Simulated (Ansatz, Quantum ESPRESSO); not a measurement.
# Evanescent states of CdS, zinc blende type, lattice constant set to 5.762 Å, part 2 of 4

Wanted: the complex band structure of CdS, zinc blende type, lattice constant set to 5.762 Å, as for a tunnel barrier.

Quantum ESPRESSO 7.5; plane-wave DFT, PBE, GBRV ultrasoft pseudopotentials; cross-check by Ansatz 0.2.0 with PAW datasets.

So far. Step 2 (Ground state): The run needed 11 iterations to bring the estimated error under 1e-09 Ry.

## Step 3: Complex band structure

Level of this step: complex band structure by pwcond; plane-wave DFT, PBE, GBRV ultrasoft pseudopotentials (Quantum ESPRESSO).

ikind = 0 solves one period of the crystal for all kz, real and complex, at each energy and k across. ewind and epsproj trim the two-dimensional plane-wave basis; nz1 sets the subslabs.

cbs.in reads:

```
&inputcond
  outdir = './out'
  prefixl = 'scf'
  band_file = 'cbs'
  ikind = 0
  ewind = 4.0
  epsproj = 1e-05
  nz1 = 7
  energy0 = 4.48
  denergy = -0.16
/
4
  0.00000000 0.00000000 1.00000000
  0.50000000 0.00000000 1.00000000
  0.50000000 0.50000000 1.00000000
  0.25000000 0.00000000 1.00000000
41
```

The run is started by

```sh
$ OMP_NUM_THREADS=1 mpirun -n 2 pwcond.x -in cbs.in > cbs.out
```

The log of the run:

```text
[banner, memory and clock lines left out]
Program PWCOND v.7.5 starts

          URL

     ./out/scf.save/

     IMPORTANT: XC functional enforced from input :
     Exchange-correlation= PBE
                           (   1   4   3   4   0   0   0)
     Any further DFT definition will be discarded
     Please, verify this is what you really want

     Check: negative core charge=   -0.000002

     negative rho (up, down):  4.179E-02 0.000E+00
     Reading collected, re-writing distributed wavefunctions

===== INPUT FILE containing the left lead =====

     GEOMETRY:

     lattice parameter (alat)  =       7.6994  a.u.
     the volume                =     645.4853 (a.u.)^3
     the cross section         =      59.2808 (a.u.)^2
     l of the unit cell        =       1.4142 (alat)
     number of atoms/cell      =            4
     number of atomic types    =            2

     crystal axes: (cart. coord. in units of alat)
               a(1) = (  1.0000  0.0000  0.0000 )
               a(2) = (  0.0000  1.0000  0.0000 )
               a(3) = (  0.0000  0.0000  1.4142 )

   Cartesian axes

     site n.     atom                  positions (alat units)
          1        Cd     tau(  1)=(  0.0000  0.0000  1.4142  )
          2        S      tau(  2)=(  0.5000  0.0000  0.3536  )
          3        Cd     tau(  3)=(  0.5000  0.5000  0.7071  )
          4        S      tau(  4)=(  0.0000  0.5000  1.0607  )

     nr1s                      =           32
     nr2s                      =           32
     nr3s                      =           45
     nr1sx                     =           32
     nr2sx                     =           32
     nr3sx                     =           45
     nr1                       =           36
     nr2                       =           36
     nr3                       =           50
     nr1x                      =           36
     nr2x                      =           36
     nr3x                      =           50

 _______________________________
  Radii of nonlocal spheres:

     type       ibeta     ang. mom.          radius (alat units)
       Cd         1         0                    0.3050
       Cd         2         0                    0.3050
       Cd         3         1                    0.3050
       Cd         4         1                    0.3050
       Cd         5         2                    0.3050
       Cd         6         2                    0.3050
       S          1         0                    0.1958
       S          2         0                    0.1958
       S          3         1                    0.1958
       S          4         1                    0.1958
       S          5         2                    0.1958
       S          6         2                    0.1958
----- General information -----

----- Complex band structure calculation -----

     nrx                       =           32
     nry                       =           32
     nz1                       =            7

     energy0               =         4.5E+00
     denergy               =        -1.6E-01
     nenergy               =         41
     ecut2d                =         4.0E+01
     ewind                 =         4.0E+00
     epsproj               =         1.0E-05

     number of k_|| points=    4
                       cryst. coord.
        k(    1) = (   0.0000000   0.0000000), wk =   0.2500000
        k(    2) = (   0.5000000   0.0000000), wk =   0.2500000
        k(    3) = (   0.5000000   0.5000000), wk =   0.2500000
        k(    4) = (   0.2500000   0.0000000), wk =   0.2500000
----- Information about left lead -----

     nocros                   =           18
     noins                    =           54
     norb                     =           90
     norbf                    =           90
     nrz                      =           45

      iorb      type   ibeta   ang. mom.   m       position (alat)
        1        1       1        0        1   taunew(   1)=(  0.0000  0.0000  0.0000)
        2        1       2        0        1   taunew(   2)=(  0.0000  0.0000  0.0000)
        3        1       3        1        1   taunew(   3)=(  0.0000  0.0000  0.0000)
        4        1       3        1        2   taunew(   4)=(  0.0000  0.0000  0.0000)
        5        1       3        1        3   taunew(   5)=(  0.0000  0.0000  0.0000)
        6        1       4        1        1   taunew(   6)=(  0.0000  0.0000  0.0000)
        7        1       4        1        2   taunew(   7)=(  0.0000  0.0000  0.0000)
        8        1       4        1        3   taunew(   8)=(  0.0000  0.0000  0.0000)
        9        1       5        2        1   taunew(   9)=(  0.0000  0.0000  0.0000)
       10        1       5        2        2   taunew(  10)=(  0.0000  0.0000  0.0000)
       11        1       5        2        3   taunew(  11)=(  0.0000  0.0000  0.0000)
       12        1       5        2        4   taunew(  12)=(  0.0000  0.0000  0.0000)
       13        1       5        2        5   taunew(  13)=(  0.0000  0.0000  0.0000)
       14        1       6        2        1   taunew(  14)=(  0.0000  0.0000  0.0000)
       15        1       6        2        2   taunew(  15)=(  0.0000  0.0000  0.0000)
       16        1       6        2        3   taunew(  16)=(  0.0000  0.0000  0.0000)
       17        1       6        2        4   taunew(  17)=(  0.0000  0.0000  0.0000)
       18        1       6        2        5   taunew(  18)=(  0.0000  0.0000  0.0000)
       19        2       1        0        1   taunew(  19)=(  0.5000  0.0000  0.3536)
       20        2       2        0        1   taunew(  20)=(  0.5000  0.0000  0.3536)
       21        2       3        1        1   taunew(  21)=(  0.5000  0.0000  0.3536)
       22        2       3        1        2   taunew(  22)=(  0.5000  0.0000  0.3536)
       23        2       3        1        3   taunew(  23)=(  0.5000  0.0000  0.3536)
       24        2       4        1        1   taunew(  24)=(  0.5000  0.0000  0.3536)
       25        2       4        1        2   taunew(  25)=(  0.5000  0.0000  0.3536)
       26        2       4        1        3   taunew(  26)=(  0.5000  0.0000  0.3536)
       27        2       5        2        1   taunew(  27)=(  0.5000  0.0000  0.3536)
       28        2       5        2        2   taunew(  28)=(  0.5000  0.0000  0.3536)
       29        2       5        2        3   taunew(  29)=(  0.5000  0.0000  0.3536)
       30        2       5        2        4   taunew(  30)=(  0.5000  0.0000  0.3536)
       31        2       5        2        5   taunew(  31)=(  0.5000  0.0000  0.3536)
       32        2       6        2        1   taunew(  32)=(  0.5000  0.0000  0.3536)
       33        2       6        2        2   taunew(  33)=(  0.5000  0.0000  0.3536)
       34        2       6        2        3   taunew(  34)=(  0.5000  0.0000  0.3536)
       35        2       6        2        4   taunew(  35)=(  0.5000  0.0000  0.3536)
       36        2       6        2        5   taunew(  36)=(  0.5000  0.0000  0.3536)
       37        1       1        0        1   taunew(  37)=(  0.5000  0.5000  0.7071)
       38        1       2        0        1   taunew(  38)=(  0.5000  0.5000  0.7071)
       39        1       3        1        1   taunew(  39)=(  0.5000  0.5000  0.7071)
       40        1       3        1        2   taunew(  40)=(  0.5000  0.5000  0.7071)
       41        1       3        1        3   taunew(  41)=(  0.5000  0.5000  0.7071)
       42        1       4        1        1   taunew(  42)=(  0.5000  0.5000  0.7071)
       43        1       4        1        2   taunew(  43)=(  0.5000  0.5000  0.7071)
       44        1       4        1        3   taunew(  44)=(  0.5000  0.5000  0.7071)
       45        1       5        2        1   taunew(  45)=(  0.5000  0.5000  0.7071)
       46        1       5        2        2   taunew(  46)=(  0.5000  0.5000  0.7071)
       47        1       5        2        3   taunew(  47)=(  0.5000  0.5000  0.7071)
       48        1       5        2        4   taunew(  48)=(  0.5000  0.5000  0.7071)
       49        1       5        2        5   taunew(  49)=(  0.5000  0.5000  0.7071)
       50        1       6        2        1   taunew(  50)=(  0.5000  0.5000  0.7071)
       51        1       6        2        2   taunew(  51)=(  0.5000  0.5000  0.7071)
       52        1       6        2        3   taunew(  52)=(  0.5000  0.5000  0.7071)
       53        1       6        2        4   taunew(  53)=(  0.5000  0.5000  0.7071)
       54        1       6        2        5   taunew(  54)=(  0.5000  0.5000  0.7071)
       55        2       1        0        1   taunew(  55)=(  0.0000  0.5000  1.0607)
       56        2       2        0        1   taunew(  56)=(  0.0000  0.5000  1.0607)
       57        2       3        1        1   taunew(  57)=(  0.0000  0.5000  1.0607)
       58        2       3        1        2   taunew(  58)=(  0.0000  0.5000  1.0607)
       59        2       3        1        3   taunew(  59)=(  0.0000  0.5000  1.0607)
       60        2       4        1        1   taunew(  60)=(  0.0000  0.5000  1.0607)
       61        2       4        1        2   taunew(  61)=(  0.0000  0.5000  1.0607)
       62        2       4        1        3   taunew(  62)=(  0.0000  0.5000  1.0607)
       63        2       5        2        1   taunew(  63)=(  0.0000  0.5000  1.0607)
       64        2       5        2        2   taunew(  64)=(  0.0000  0.5000  1.0607)
       65        2       5        2        3   taunew(  65)=(  0.0000  0.5000  1.0607)
       66        2       5        2        4   taunew(  66)=(  0.0000  0.5000  1.0607)
       67        2       5        2        5   taunew(  67)=(  0.0000  0.5000  1.0607)
       68        2       6        2        1   taunew(  68)=(  0.0000  0.5000  1.0607)
       69        2       6        2        2   taunew(  69)=(  0.0000  0.5000  1.0607)
       70        2       6        2        3   taunew(  70)=(  0.0000  0.5000  1.0607)
       71        2       6        2        4   taunew(  71)=(  0.0000  0.5000  1.0607)
       72        2       6        2        5   taunew(  72)=(  0.0000  0.5000  1.0607)
       73        1       1        0        1   taunew(  73)=(  0.0000  0.0000  1.4142)
       74        1       2        0        1   taunew(  74)=(  0.0000  0.0000  1.4142)
       75        1       3        1        1   taunew(  75)=(  0.0000  0.0000  1.4142)
       76        1       3        1        2   taunew(  76)=(  0.0000  0.0000  1.4142)
       77        1       3        1        3   taunew(  77)=(  0.0000  0.0000  1.4142)
       78        1       4        1        1   taunew(  78)=(  0.0000  0.0000  1.4142)
       79        1       4        1        2   taunew(  79)=(  0.0000  0.0000  1.4142)
       80        1       4        1        3   taunew(  80)=(  0.0000  0.0000  1.4142)
       81        1       5        2        1   taunew(  81)=(  0.0000  0.0000  1.4142)
       82        1       5        2        2   taunew(  82)=(  0.0000  0.0000  1.4142)
       83        1       5        2        3   taunew(  83)=(  0.0000  0.0000  1.4142)
       84        1       5        2        4   taunew(  84)=(  0.0000  0.0000  1.4142)
       85        1       5        2        5   taunew(  85)=(  0.0000  0.0000  1.4142)
       86        1       6        2        1   taunew(  86)=(  0.0000  0.0000  1.4142)
       87        1       6        2        2   taunew(  87)=(  0.0000  0.0000  1.4142)
       88        1       6        2        3   taunew(  88)=(  0.0000  0.0000  1.4142)
       89        1       6        2        4   taunew(  89)=(  0.0000  0.0000  1.4142)
       90        1       6        2        5   taunew(  90)=(  0.0000  0.0000  1.4142)
 ngper, shell number =          185          28
 ngper, n2d =          185         148
---  E-Ef =    4.4800000  k =    0.0000000   0.0000000
---  ie =          1  ik =          1
 Nchannels of the left tip =            1
 Right moving states:
   k1(2pi/a)   k2(2pi/a)   E-Ef (eV)
   0.3055263   0.0000000   4.4800000
 Left moving states:
   k1(2pi/a)   k2(2pi/a)   E-Ef (eV)
  -0.3055263   0.0000000   4.4800000

---  E-Ef =    4.3200000  k =    0.0000000   0.0000000
---  ie =          2  ik =          1
 Nchannels of the left tip =            0
 Right moving states:
   k1(2pi/a)   k2(2pi/a)   E-Ef (eV)
 Left moving states:
   k1(2pi/a)   k2(2pi/a)   E-Ef (eV)
[... further energies and points left out ...]
---  E-Ef =   -1.7600000  k =    0.2500000   0.0000000
---  ie =         40  ik =          4
 Nchannels of the left tip =            1
 Right moving states:
   k1(2pi/a)   k2(2pi/a)   E-Ef (eV)
   0.3301887   0.0000000  -1.7600000
 Left moving states:
   k1(2pi/a)   k2(2pi/a)   E-Ef (eV)
  -0.3301887   0.0000000  -1.7600000

---  E-Ef =   -1.9200000  k =    0.2500000   0.0000000
---  ie =         41  ik =          4
 Nchannels of the left tip =            2
 Right moving states:
   k1(2pi/a)   k2(2pi/a)   E-Ef (eV)
  -0.0602807  -0.0000000  -1.9200000
   0.2940915   0.0000000  -1.9200000
 Left moving states:
   k1(2pi/a)   k2(2pi/a)   E-Ef (eV)
   0.0602807  -0.0000000  -1.9200000
  -0.2940915   0.0000000  -1.9200000

Note: The following floating-point exceptions are signalling: IEEE_UNDERFLOW_FLAG
Note: The following floating-point exceptions are signalling: IEEE_UNDERFLOW_FLAG
```

It took 14 min on 2 MPI ranks of Arm Neoverse N1, shared host; peak memory 0.19 GiB; 27 min of CPU time.

This step gave:

| Quantity | Value |
| --- | --- |
| peak of the smallest κ at the zone centre | 0.101 Å⁻¹ |
| energy of the peak at the zone centre | 0.64 eV |
| peak of the smallest κ at (1/2, 0) | 0.299 Å⁻¹ |
| peak of the smallest κ at (1/4, 0) | 0.291 Å⁻¹ |

K across = (0, 0) in the cell's reciprocal vectors; values within 0.0025 1/Å of each other count once, columns are sorted by size at each energy, a dash where no further value was kept. Table of Im kz of the slowest decaying states by energy, zero at the highest filled level of the SCF mesh:

```csv
energy (eV),decay 1 (Å⁻¹),decay 2 (Å⁻¹),decay 3 (Å⁻¹)
-1.92,1.11,1.46,1.70
-1.60,1.10,1.44,1.71
-1.28,1.09,1.42,1.70
-0.96,1.07,1.41,1.69
-0.64,1.05,1.39,1.68
-0.32,1.03,1.37,1.67
-0.16,1.02,1.36,1.67
0.00,0.009,1.01,1.35
0.16,0.07,0.171,0.995
0.48,0.1,0.283,0.964
0.80,0.095,0.35,0.927
1.12,0.046,0.397,0.885
1.44,0.432,0.837,1.26
1.76,0.458,0.785,1.24
2.08,0.477,0.675,0.78
2.40,0.49,0.578,0.752
2.72,0.481,0.498,0.708
2.88,0.428,0.5,0.681
3.20,0.296,0.501,0.622
3.52,0.498,0.551,1.11
3.84,0.012,0.462,0.489
4.16,0.132,0.329,0.476
4.48,0.142,0.458,1.04
```

K across = (0, 0) in the cell's reciprocal vectors. Table of Re kz of states that move upwards by energy, zero at the highest filled level of the SCF mesh:

```csv
energy (eV),channel 1 (Å⁻¹),channel 2 (Å⁻¹),channel 3 (Å⁻¹)
-1.92,-0.450,0.181,0.181
-1.76,-0.418,0.281,0.281
-1.60,-0.385,0.358,0.358
-1.44,-0.353,0.424,0.424
-1.28,-0.321,0.484,0.484
-1.12,-0.289,0.541,0.541
-0.96,-0.494,-0.494,-0.256
-0.64,-0.382,-0.382,-0.191
-0.48,-0.323,-0.323,-0.157
-0.32,-0.257,-0.257,-0.121
-0.16,-0.178,-0.178,-0.0803
0.00,-,-,-
0.16,-,-,-
0.32,-,-,-
0.48,-,-,-
0.64,-,-,-
0.80,-,-,-
0.96,-,-,-
1.12,-,-,-
1.44,0.101,-,-
1.60,0.136,-,-
1.76,0.167,-,-
1.92,0.197,-,-
2.08,0.227,-,-
2.24,0.256,-,-
2.40,0.284,-,-
2.56,0.313,-,-
2.72,0.343,-,-
2.88,0.372,-,-
3.04,0.403,-,-
3.20,0.436,-,-
3.52,0.108,0.510,-
3.68,-0.532,0.262,-
3.84,-,-,-
4.00,-,-,-
4.16,-,-,-
4.32,-,-,-
4.48,0.333,-,-
```

K across = (1/2, 0) in the cell's reciprocal vectors; values within 0.0025 1/Å of each other count once, columns are sorted by size at each energy, a dash where no further value was kept. Im kz of the slowest decaying states against energy, zero at the highest filled level of the SCF mesh:

```
energy (eV)  decay 1 (Å⁻¹)  decay 2 (Å⁻¹)  decay 3 (Å⁻¹)
      -1.92           1.13           1.36           1.49
      -1.60           1.01           1.42           1.79
      -1.28          0.869           1.42           1.82
      -0.96          0.612           1.41           1.84
      -0.64          0.129          0.639           1.41
      -0.32          0.204          0.776           1.41
      -0.16          0.228          0.806           1.41
       0.00          0.247          0.827           1.41
       0.16          0.262          0.841           1.41
       0.48          0.284          0.858           1.41
       0.80          0.296          0.864           1.25
       1.12          0.299          0.864           1.15
       1.44          0.295          0.859           1.08
       1.76          0.282          0.849           1.02
       2.08           0.26          0.837          0.959
       2.40          0.224          0.822          0.905
       2.72          0.166          0.804          0.853
       2.88           0.12          0.795          0.827
       3.20          0.773          0.776           1.65
       3.52          0.726          0.749           1.63
       3.84          0.674          0.723           1.60
       4.16           0.62          0.694           1.58
       4.48          0.085          0.563          0.661
```

K across = (1/2, 1/2) in the cell's reciprocal vectors; values within 0.0025 1/Å of each other count once, columns are sorted by size at each energy, a dash where no further value was kept. Im kz of the slowest decaying states against energy, zero at the highest filled level of the SCF mesh:

| energy (eV) | decay 1 (Å⁻¹) | decay 2 (Å⁻¹) | decay 3 (Å⁻¹) |
| --- | --- | --- | --- |
| -1.92 | 0.167 | 0.199 | 1.50 |
| -1.60 | 0.287 | 0.337 | 1.53 |
| -1.28 | 0.344 | 0.402 | 1.54 |
| -0.96 | 0.378 | 0.44 | 1.55 |
| -0.64 | 0.398 | 0.466 | 1.55 |
| -0.32 | 0.41 | 0.481 | 1.54 |
| -0.16 | 0.413 | 0.487 | 1.53 |
| 0.00 | 0.415 | 0.491 | 1.53 |
| 0.16 | 0.415 | 0.493 | 1.52 |
| 0.48 | 0.412 | 0.495 | 1.51 |
| 0.80 | 0.404 | 0.493 | 1.5 |
| 1.12 | 0.392 | 0.487 | 1.49 |
| 1.44 | 0.376 | 0.477 | 1.48 |
| 1.76 | 0.355 | 0.464 | 1.47 |
| 2.08 | 0.328 | 0.447 | 1.45 |
| 2.40 | 0.295 | 0.426 | 1.44 |
| 2.72 | 0.253 | 0.401 | 1.43 |
| 2.88 | 0.227 | 0.386 | 1.42 |
| 3.20 | 0.159 | 0.352 | 1.41 |
| 3.52 | 0.308 | 1.39 | 1.58 |
| 3.84 | 0.252 | 1.38 | 1.56 |
| 4.16 | 0.166 | 1.36 | 1.54 |
| 4.48 | 1.34 | 1.51 | 1.65 |

K across = (1/4, 0) in the cell's reciprocal vectors; values within 0.0025 1/Å of each other count once, columns are sorted by size at each energy, a dash where no further value was kept. Im kz of the slowest decaying states against energy, zero at the highest filled level of the SCF mesh:

```
energy (eV)  decay 1 (Å⁻¹)  decay 2 (Å⁻¹)  decay 3 (Å⁻¹)
      -1.92          0.303           1.24           1.45
      -1.76           0.07          0.192           1.24
      -1.60          0.108           1.23           1.43
      -1.44          0.127           1.23           1.41
      -1.28          0.133           1.23            1.4
      -1.12           0.13           1.23           1.39
      -0.96          0.113           1.22           1.37
      -0.64           1.22           1.34           1.43
      -0.48           1.21           1.33           1.42
      -0.32           0.11           1.21           1.31
      -0.16          0.103          0.164           1.20
       0.00          0.199          0.233           1.20
       0.16          0.224          0.307           1.19
       0.32          0.244          0.362           1.19
       0.48          0.259          0.406           1.18
       0.64          0.271          0.444           1.17
       0.80           0.28          0.476           1.05
       0.96          0.286          0.504          0.999
       1.12           0.29          0.529          0.956
       1.44           0.29          0.572          0.882
       1.60          0.286          0.591          0.849
       1.76           0.28          0.608          0.817
       1.92          0.271          0.625          0.786
       2.08          0.258           0.64          0.756
       2.24           0.24          0.656          0.726
       2.40          0.216          0.671          0.696
       2.56          0.179          0.665          0.686
       2.72          0.103          0.634          0.703
       2.88          0.159          0.603          0.722
       3.04          0.225           0.57           0.75
       3.20          0.259          0.535          0.798
       3.52          0.296          0.459          0.779
       3.68          0.307          0.414          0.769
       3.84          0.314          0.361          0.758
       4.00          0.292          0.319          0.746
       4.16          0.173          0.321          0.734
       4.32          0.124          0.321           0.72
       4.48          0.183          0.319          0.706
```

(Continued in part 3 of 4.)

[Logs are printed without paths, hosts, clocks, repeated set-up lines and the standing remarks that a program may print on its own settings, such as how far it seeks lower states.]

[Hosts, paths, dates, database ids (printed as entryN), source tags and the programs' standing remarks are cut or masked in the printed files.]

[Maps of the electrostatic potential energy from Ansatz leave out the sawtooth potential of an applied field or a dipole correction, so their vacuum need not be flat; planar profiles and work functions include it.]
